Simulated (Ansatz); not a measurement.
# VGe2As4 monolayer in a perpendicular field, part 3 of 3

What dipole does a perpendicular field induce in the VGe2As4 monolayer? A positive field points along +c.

Ansatz 0.2.0; plane-wave DFT, PBE-D3(BJ), Ansatz PAW.

So far, work function, upper face (eV): step 3 (single point, field 0) 4.99.

### 5. Atoms held, field -0.1 V/Å

Contents of input.yaml:

```yaml
crystal:
  lattice:
    - [3.6592588088, 0.0, 0.0]
    - [-1.8296294044, 3.1690110874, 0.0]
    - [0.0, 0.0, 28.0374360609]
  atoms:
    - { symbol: As, position: [0.0, 0.0, 0.3209993945] }
    - { symbol: Ge, position: [0.3333333333, 0.6666666667, 0.3632697917], spin: 0.01 }
    - { symbol: As, position: [0.3333333333, 0.6666666667, 0.4500385185], spin: -0.05 }
    - { symbol: V, position: [0.0, 0.0, 0.5], spin: 0.84 }
    - { symbol: As, position: [0.3333333333, 0.6666666667, 0.5499614815], spin: -0.05 }
    - { symbol: Ge, position: [0.3333333333, 0.6666666667, 0.6367302083], spin: 0.01 }
    - { symbol: As, position: [0.0, 0.0, 0.6790006055] }
magnetization:
  spin_polarized: true
kpoints:
  mp_grid: { grid: [12, 12, 1] }
  band_path:
    path: [[0, 0, 0], [0.5, 0, 0], [0.33333333, 0.33333333, 0], [0, 0, 0]]
    npoints: 16
hamiltonian:
  xc: pbe
  dispersion: d3bj
scf:
  occupations: { method: fermi_dirac, width: 0.02585 }
  convergence: { dr2_threshold: 1.0e-10 }
efield:
  axis: 3
  dipole_correction: true
  ramp_position: 0.97
  ramp_width: 0.06
  amplitude: -0.1
output:
  write_potential: true
  write_density: true
  volumetric_format: npy
```

The run is started by

```bash
$ ansatz run input.yaml --threads 4 --pin off --max-ram 6144MiB --backend cpu --events-out ev --progress --plain --runs-dir out
```

Numbers of over 12 decimals in the logs are rounded to 6 here.

Log:

```text
[...]
Crystal: 7 atoms, lattice volume = 325.129 Å³
Basis set: ecut = 420 eV, 6297 PW (Γ)
Bands: 62, of which v1, the nominal top of the filled ones, is band 51 counted from 1 (50 counted from 0)
Symmetry: 6 space group operations
k-points: 19 of 144 (time reversal used)
[...]
Starting moments: Σ|m| = 0.96 μB on 5 of 7 sites
[...]
k-point 0 ↑: bands = [... 47 lower, 1.5441, 1.6019, 1.6019, 1.6509, 3.7321, 3.8970, 4.5008, 4.5008, ... 7 higher]
  k-point 1 ↑: bands = [... 47 lower, 1.2165, 1.3475, 1.4261, 1.6539, 3.9539, 4.0717, 4.4228, 4.4370, ... 7 higher]
  k-point 2 ↑: bands = [... 47 lower, 0.9165, 1.0607, 1.0642, 1.5260, 3.4265, 3.5759, 4.0844, 4.3311, ... 7 higher]
  k-point 18 ↓: bands = [... 47 lower, -0.6360, 0.1556, 0.8201, 2.3479, 2.7998, 3.1068, 3.4691, 3.6394, ... 7 higher]
[key lines of the parts left out:]
SCF converged after 16 iterations
Magnetization: 0.9672 μB (50.9836 up, 50.0164 down)
Free energy (F): -30929.693788 eV
Fermi energy:    1.676189 eV
Dipole field:    D = -0.043843 V/Å  (p = -0.078775 e·Å, saw-weighted, corrected)
```

It took 36 s on 4 threads of Intel Xeon Platinum 8488C (Sapphire Rapids), shared host; peak memory 1.5 GiB; 2.4 min of CPU time.

The dipole is -0.0788 e·Å.

### 6. Response, atoms held

This step: plane-wave DFT, PBE-D3(BJ), Ansatz PAW; response to a field along the normal, atoms held (Ansatz 0.2.0).

The dipoles give the slope, and the difference of two potentials shows where the field is screened.

Numbers from this step:

| Property | Result |
| --- | --- |
| equivalent conductor thickness p/(ε₀AE) | 12.29 Å |
| distance between the outer atoms | 10.04 Å |

The dipole of the cell by applied field:

```csv
applied field (V/Å),dipole of the cell (e·Å)
-0.1000,-0.0788
0.0000,2.7e-7
0.1000,0.0788
```

The total moment stays at 0.967 μB for applied field from -0.1 to 0.1 V/Å.

Local field over the applied field, running mean. From the potentials at -0.1 and 0.1 V/Å; running mean over 2.5 Å. Table of local field over applied field by z:

```csv
z (Å),local field over applied field
4.5,0.998
5.0,0.993
5.5,0.981
6.0,0.952
6.5,0.885
7.0,0.762
7.5,0.597
8.0,0.419
8.5,0.247
9.0,0.110
9.5,0.0438
10.0,0.0275
10.5,0.0254
11.0,0.0380
11.5,0.0489
12.0,0.0375
12.5,0.0266
13.0,0.0273
13.5,0.0201
14.0,0.0118
14.5,0.0192
15.0,0.0271
15.5,0.0263
16.0,0.0363
16.5,0.0490
17.0,0.0393
17.5,0.0258
18.0,0.0269
18.5,0.0419
19.0,0.102
19.5,0.235
20.0,0.406
20.5,0.584
21.0,0.751
21.5,0.878
22.0,0.948
22.5,0.980
23.0,0.993
23.5,0.997
```

Electrons, planar mean, per unit field. Table of induced electron density by z:

z (Å), induced electron density (e/Å³ per V/Å) and a bar from the least value:
```
      4.5    0.00001 ###############
      5.0    0.00003 ###############
      5.5    0.00009 ###############
      6.0    0.00024 ################
      6.5    0.00061 ##################
      7.0    0.00141 #####################
      7.5    0.00276 ###########################
      8.0    0.00341 ##############################
      8.5    0.00148 #####################
      9.0    0.00078 ##################
      9.5    0.00071 ##################
     10.0   -0.00051 #############
     10.5   -0.00087 ###########
     11.0    0.00035 ################
     11.5    0.00012 ###############
     12.0   -0.00023 ##############
     12.5    0.00062 ##################
     13.0    0.00025 ################
     13.5   -0.00065 ############
     14.0   -0.00004 ###############
     14.5    0.00066 ##################
     15.0   -0.00017 ##############
     15.5   -0.00064 ############
     16.0    0.00017 ################
     16.5   -0.00007 ###############
     17.0   -0.00038 #############
     17.5    0.00078 ##################
     18.0    0.00061 ##################
     18.5   -0.00066 ############
     19.0   -0.00076 ############
     19.5   -0.00135 #########
     20.0   -0.00338 
     20.5   -0.00286 ##
     21.0   -0.00150 ########
     21.5   -0.00065 ############
     22.0   -0.00026 ##############
     22.5   -0.00009 ###############
     23.0   -0.00003 ###############
     23.5   -0.00001 ###############
```

By hand: between -0.1 and 0.1 V/Å the dipole changes by 0.1576 e·Å, a slope of 0.7878 e·Å²/V. A perfect conductor of thickness t has p = ε₀AEt, so t = 180.95 × 0.7878 / 11.596 = 12.29 Å (e/ε₀ = 180.95 V·Å, A in Å²).

The induced dipole is that of a conductor 12.29 Å thick.

### 7. Outcome

| Property | Result |
| --- | --- |
| gap without field | none |
| work function, upper face | 4.99 eV |
| equivalent conductor thickness, atoms held | 12.3 Å |

In words: The induced dipole equals that of a perfect conductor 12.29 Å thick, while the outer atoms lie 10.04 Å apart. There is no gap over 0.03 eV, with or without the field. For an open d or f shell that can be the fault of a semilocal functional without a Hubbard term. The magnetic order is the one reached from the typed start; other orders were not compared. Spin-orbit coupling is left out. The outer anions sit over the metal atoms, one of several polytypes of such layers and not the lowest for every compound.

[Logs are printed without paths, hosts, clocks, repeated set-up lines and the standing remarks that a program may print on its own settings, such as how far it seeks lower states.]

[Hosts, paths, dates, database ids (printed as entryN), source tags and the programs' standing remarks are cut or masked in the printed files.]

[Maps of the electrostatic potential energy from Ansatz leave out the sawtooth potential of an applied field or a dipole correction, so their vacuum need not be flat; planar profiles and work functions include it.]
